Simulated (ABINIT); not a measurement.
# Quasiparticle gap of AlGaN2 (P3m1) in ABINIT

Wanted: ground state, empty states, screening and self-energy for AlGaN2 (P3m1).

Calculated with ABINIT 10.8.3; LDA and many-body steps on it, plane waves.

### Step 1. The structure

Symmetry: P3m1, No. 156, trigonal system. The conventional cell has a = 3.145 Å, b = 3.145 Å, c = 5.097 Å, α = 90.00°, β = 90.00°, γ = 120.00°. Nearest to Al lie 4 N at 1.89 to 1.90 Å. Nearest to Ga lie 4 N at 1.93 to 1.96 Å. Nearest to N lie 3 Al at 1.90 Å and 1 Ga at 1.96 Å. Nearest to N lie 1 Al at 1.89 Å and 3 Ga at 1.93 Å. Farther neighbours and most contacts between anions are not listed.

The cell and positions are those that the Materials Project relaxed with its own functionals (PBE, PBE+U or r2SCAN), kept fixed.

### Step 2. Ground state

This step: ABINIT 10.8.3; DFT, LDA, plane waves, norm-conserving pseudopotentials.

The ground-state density comes first.

run.abi

```
acell 3*1.0 Angstrom
rprim 
  3.145282644058 -0.000000000015 0.000000000000
  -1.572641322016 2.723894671844 0.000000000000
  0.000000000000 0.000000000000 5.096893730000
ntypat 3
znucl 13 31 7
natom 4
typat 1 2 3 3
xred 
  0.000000000000 0.000000000000 0.999263770000
  0.666666666667 0.333333333333 0.497174210000
  0.666666666667 0.333333333333 0.111803640000
  0.000000000000 0.000000000000 0.628158390000
pp_dirpath "pseudos"
pseudos "Al.upf, Ga.upf, N.upf"
ecut 36
ngkpt 6 6 4
nshiftk 1
shiftk 0 0 0
kptopt 1
chksymbreak 0
nband 19
occopt 1
tolvrs 1e-10
nstep 60
prtwf 0
optforces 0
optstress 0
indata_prefix "in"
outdata_prefix "out"
tmpdata_prefix "tmp"
```

The run is started by

```
> OMP_NUM_THREADS=1 mpirun -n 4 abinit run.abi > log
```

Numbers of over 12 decimals in the logs are rounded to 6 here.

The program printed:

```text
.Version 10.8.3 of ABINIT. v10.8.2 released Aug 2026.

 Symmetries : space group P3 m 1 (#156); Bravais hP (primitive hexag.)
================================================================================
 Values of the parameters that define the memory need of the present run
     intxc =       0    ionmov =       0      iscf =       7    lmnmax =       6
     lnmax =       6     mgfft =      54  mpssoang =       3    mqgrid =    3001
     natom =       4  nloc_mem =       1    nspden =       1   nspinor =       1
    nsppol =       1      nsym =       6    n1xccc =    2501    ntypat =       3
    occopt =       1   xclevel =       1
-    mband =          19        mffmem =           1         mkmem =           6
       mpw =        3066          nfft =       69984          nkpt =          24
================================================================================
  Rough estimation (10% accuracy) of disk space for files :
================================================================================

--------------------------------------------------------------------------------
------------- Echo of variables that govern the present computation ------------
--------------------------------------------------------------------------------
 -outvars: echo values of preprocessed input variables --------
            acell      1.8897261259E+00  1.8897261259E+00  1.8897261259E+00 Bohr

      chksymbreak           0
             ecut      3.60000000E+01 Hartree
-          fftalg         312

              ixc       -1012
              kpt      0.00000000E+00  0.00000000E+00  0.00000000E+00
                       1.66666667E-01  0.00000000E+00  0.00000000E+00
                       3.33333333E-01  0.00000000E+00  0.00000000E+00
                       5.00000000E-01  0.00000000E+00  0.00000000E+00
                       1.66666667E-01  1.66666667E-01  0.00000000E+00
                       3.33333333E-01  1.66666667E-01  0.00000000E+00
                       3.33333333E-01  3.33333333E-01  0.00000000E+00
                       0.00000000E+00  0.00000000E+00  2.50000000E-01
                       1.66666667E-01  0.00000000E+00  2.50000000E-01
   [... 13 further rows ...]
                       3.33333333E-01  1.66666667E-01  5.00000000E-01
                       3.33333333E-01  3.33333333E-01  5.00000000E-01
         kptrlatt        6    0    0      0    6    0      0    0    4
          kptrlen      3.56623367E+01
P           mkmem           6
            natom           4
            nband          19
            ngfft          36      36      54
             nkpt          24
            nstep          60
             nsym           6
           ntypat           3
              occ      2.000000  2.000000  2.000000  2.000000  2.000000  2.000000
                       2.000000  2.000000  2.000000  2.000000  2.000000  2.000000
                       2.000000  0.000000  0.000000  0.000000  0.000000  0.000000
                       0.000000
        optforces           0
        optstress           0
            prtwf           0
            rprim      3.1452826441E+00 -1.5000000000E-11  0.0000000000E+00
[...]
spgroup         156

           tolvrs      1.00000000E-10

             xred      0.0000000000E+00  0.0000000000E+00  9.9926377000E-01
[...]
znucl       13.00000   31.00000    7.00000

================================================================================

 chkinp: Checking input parameters for consistency.

================================================================================
== DATASET  1 ==================================================================
-   mpi_nproc: 4, omp_nthreads: 1 (-1 if OMP is not activated)

--- !DatasetInfo
iteration_state: {dtset: 1, }
dimensions: {natom: 4, nkpt: 24, mband: 19, nsppol: 1, nspinor: 1, nspden: 1, mpw: 3066, }
cutoff_energies: {ecut:  36.0, pawecutdg:  -1.0, }
electrons: {nelect:   2.60000000E+01, charge:   0.00000000E+00, occopt:   1.00000000E+00, tsmear:   1.00000000E-02, }

 Real(R)+Recip(G) space primitive vectors, cartesian coordinates (Bohr,Bohr^-1):
 R(1)=  5.9437228  0.0000000  0.0000000  G(1)=  0.1682447  0.0971361  0.0000000
 R(2)= -2.9718614  5.1474149  0.0000000  G(2)=  0.0000000  0.1942723  0.0000000
 R(3)=  0.0000000  0.0000000  9.6317332  G(3)=  0.0000000  0.0000000  0.1038235
 Unit cell volume ucvol=  2.9468102E+02 bohr^3
 Angles (23,13,12)=  9.00000000E+01  9.00000000E+01  1.20000000E+02 degrees

 getcut: wavevector=  0.0000  0.0000  0.0000  ngfft=  36  36  54
         ecut(hartree)=     36.000   => boxcut(ratio)=   2.07574

--- Pseudopotential description ------------------------------------------------
- Al Generated using ONCVPSP code by D. R. Hamann
- 13.00000   3.00000  180309                  znucl, zion, pspdat
12 -1012 2 -1 1854                            pspcod,pspxc,lmax,lloc,mmax
     nproj     2     2     2
  pspatm : epsatm=    0.57439143
         --- l  ekb(1:nproj) -->
[...]
pspatm: atomic psp has been read  and splines computed

- Ga Generated using ONCVPSP code by D. R. Hamann
- 31.00000  13.00000  180309                  znucl, zion, pspdat
12 -1012 2 -1 1858                            pspcod,pspxc,lmax,lloc,mmax
     nproj     2     2     2
  pspatm : epsatm=   24.58383104
         --- l  ekb(1:nproj) -->
[...]
pspatm: atomic psp has been read  and splines computed

- N Generated using ONCVPSP code by D. R. Hamann
-  7.00000   5.00000  180309                  znucl, zion, pspdat
12 -1012 1 -1 1058                            pspcod,pspxc,lmax,lloc,mmax
     nproj     2     2     0
  pspatm : epsatm=    5.30777321
         --- l  ekb(1:nproj) -->
[...]
pspatm: atomic psp has been read  and splines computed

   9.30117991E+02                                ecore*ucvol(ha*bohr**3)
--------------------------------------------------------------------------------

_setup2: Arith. and geom. avg. npw (full set) are    3041.521    3041.501

================================================================================

--- !BeginCycle
iteration_state: {dtset: 1, }
solver: {iscf: 7, nstep: 60, nline: 4, wfoptalg: 0, }
tolerances: {tolvrs: 1.00E-10, }

     iter   Etot(hartree)      deltaE(h)  residm     vres2
 ETOT  1  -98.321574550965    -9.832E+01 5.670E-01 1.997E+03
 ETOT  2  -99.191325458548    -8.698E-01 6.864E-02 1.807E+03
 ETOT  3  -99.611248018593    -4.199E-01 1.969E-02 3.525E+01
 ETOT  4  -99.614729932976    -3.482E-03 2.802E-02 1.032E+01
 ETOT  5  -99.615628148352    -8.982E-04 5.236E-03 1.037E+00
 ETOT  6  -99.615759516528    -1.314E-04 3.251E-03 1.091E-01
 ETOT  7  -99.615768562745    -9.046E-06 5.129E-04 4.672E-02
 ETOT  8  -99.615771301844    -2.739E-06 5.459E-04 3.574E-03
 ETOT  9  -99.615771604579    -3.027E-07 1.797E-04 1.488E-04
 ETOT 10  -99.615771617104    -1.253E-08 1.997E-04 1.566E-06
 ETOT 11  -99.615771617233    -1.285E-10 5.599E-05 4.408E-08
 ETOT 12  -99.615771617241    -8.214E-12 6.712E-05 4.347E-10
 ETOT 13  -99.615771617239     2.103E-12 1.732E-05 2.276E-11

 At SCF step   13       vres2   =  2.28E-11 < tolvrs=  1.00E-10 =>converged.

--- !ResultsGS
iteration_state: {dtset: 1, }
comment   : Summary of ground state results
lattice_vectors:
- [  5.9437228,  -0.0000000,   0.0000000, ]
- [ -2.9718614,   5.1474149,   0.0000000, ]
- [  0.0000000,   0.0000000,   9.6317332, ]
lattice_lengths: [   5.94372,    5.94372,    9.63173, ]
lattice_angles: [ 90.000,  90.000, 120.000, ] # degrees, (23, 13, 12)
lattice_volume:   2.9468102E+02
convergence: {deltae:  2.103E-12, res2:  2.276E-11, residm:  1.732E-05, diffor:  0.000E+00, }
etotal    :  -9.96157716E+01
entropy   :   0.00000000E+00
fermie    :   1.97749392E-01
cartesian_stress_tensor: null
pressure_GPa: null
xred      :
- [  0.0000E+00,   0.0000E+00,   9.9926E-01, Al]
- [  6.6667E-01,   3.3333E-01,   4.9717E-01, Ga]
- [  6.6667E-01,   3.3333E-01,   1.1180E-01,  N]
- [  0.0000E+00,   0.0000E+00,   6.2816E-01,  N]
cartesian_forces: null
force_length_stats: {min: null, max: null, mean: null, }

 Integrated electronic density in atomic spheres:
 ------------------------------------------------
 Atom  Sphere_radius  Integrated_density
[...]
================================================================================

 ----iterations are completed or convergence reached----

 Mean square residual over all n,k,spin=   87.956E-09; max=  17.319E-06
 reduced coordinates (array xred) for    4 atoms
       0.000000000000      0.000000000000      0.999263770000
       0.666666666667      0.333333333333      0.497174210000
       0.666666666667      0.333333333333      0.111803640000
       0.000000000000      0.000000000000      0.628158390000
 rms dE/dt=  0.0000E+00; max dE/dt=  0.0000E+00; dE/dt below (all hartree)
    1       0.000000000000      0.000000000000      0.000000000000
    2       0.000000000000      0.000000000000      0.000000000000
    3       0.000000000000      0.000000000000      0.000000000000
    4       0.000000000000      0.000000000000      0.000000000000

 cartesian coordinates (angstrom) at end:
    1      0.000000     0.000000     5.093141
    2      1.572641     0.907965     2.534044
    3      1.572641     0.907965     0.569851
    4      0.000000     0.000000     3.201657
 length scales=  1.889726125908  1.889726125908  1.889726125908 bohr
              =  1.000000000000  1.000000000000  1.000000000000 angstroms
 prteigrs : about to open file out_EIG
 Fermi (or HOMO) energy (hartree) =   0.19775   Average Vxc (hartree)=  -0.42719
 Eigenvalues (hartree) for nkpt=  24  k points:
 kpt#   1, nband= 19, wtk=  0.00694, kpt=  0.0000  0.0000  0.0000 (reduced coord)
  -0.37211   -0.32898   -0.29329   -0.29329   -0.28342   -0.28342   -0.24748   -0.04649
   0.15754    0.15754    0.19356    0.19775    0.19775    0.30510    0.39925    0.54992
   0.58010    0.58010    0.62871
 prteigrs : prtvol=0 or 1, do not print more k-points.

--- !EnergyTerms
iteration_state     : {dtset: 1, }
comment             : Components of total free energy in Hartree
kinetic             :  7.81519700605981E+01
hartree             :  3.13544589930348E+01
xc                  : -2.79130213179606E+01
Ewald energy        : -6.20261153337129E+01
psp_core            :  3.15635523613426E+00
local_psp           : -8.22883533729017E+01
non_local_psp       : -4.00510658824308E+01
total_energy        : -9.96157716172388E+01
total_energy_eV     : -2.71068323766812E+03
band_energy         : -2.97128092137857E+00

== END DATASET(S) ==============================================================
================================================================================

 -outvars: echo values of variables after computation  --------
           etotal     -9.9615771617E+01
            nband          19
             nkpt          24
          spgroup         156
 [... the other variables as echoed above ...]

 Calculation completed.
```

It took 18 s on 4 MPI ranks of Arm Neoverse V1, shared host; peak memory 0.31 GiB.

Numbers from this step:

- total energy: -2710.6832 eV
- gap: 2.921 eV
- k of the valence top: 0, 0, 0
- k of the conduction bottom: 0, 0, 0
- least direct gap: 2.921 eV

The gap is direct, at Γ.

[end of part 1 of 3]

[Paths, hosts, dates, memory and timing lines, banners, echoed tables and standing remarks are left out of the program output.]

[Logs are printed without paths, hosts, clocks, repeated set-up lines and the standing remarks that a program may print on its own settings, such as how far it seeks lower states.]

[Runs of the session that timed out or met a known fault of the program may be left out.]

[Hosts, paths, dates, database ids (printed as entryN), source tags and the programs' standing remarks are cut or masked in the printed files.]

[G0W0 gaps are taken among the corrected bands and points alone; a level outside them can change the order at an edge.]

[Where Ansatz stands beside ABINIT at settings called matched, ABINIT's density can come from a denser mesh and the files from another edition; pairs whose starting gaps differed by over 0.03 eV were left out, so agreement reads better than it is.]
